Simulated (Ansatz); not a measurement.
# Is the response still linear at 0.3 V/Å? NbSi2N4 monolayer

The dipole of a slab grows in proportion to a weak field along its normal. Does the weak-field slope carry to a strong field?

**Method.** Ansatz 0.2.0, plane waves with PAW datasets (its set soft_2), PBE-D3(BJ); atoms held at their relaxed places, 18 Å of vacuum, dipole correction, cell area 7.54 Å², spin-polarised, 18×18 k-points, smearing 0.05 eV. Without field the slab has no gap over 0.05 eV.

| run | field (V/Å) | dipole (e·Å) |
| --- | --- | --- |
| run 1 | −0.05 | −0.01658 |
| run 2 | 0.00 | 0.00000 |
| run 3 | 0.05 | 0.01658 |
| run 4 | 0.10 | 0.03317 |
| run 5 | 0.30 | ? |

**Question.** What value belongs in the row marked “?”, and how far can the other rows tell?

A least-squares line through the 4 rows shown has slope 0.331660 and intercept 0.000001; no row lies more than 0.00001 e·Å off it. A perfect conductor with that slope would be 180.95 × 0.33166 / 7.54 = 7.96 Å thick. At 0.30 it gives 0.331660 × 0.30 + 0.000001 = 0.09950 e·Å, beyond the rows fitted. Rounding and scatter of the rows alone allow about ±0.00002 e·Å there.

The run itself gives 0.09952 e·Å: a miss of +0.00002 e·Å. That is under 1 % of the induced dipole, so the response is still linear.

Caveats: Ions are held, so this is the electronic response. Of the series that stay linear within 1 %, this collection keeps about one in seven, and it keeps all that bend. With a small gap or none the response hangs on mesh and smearing, which were not varied here.
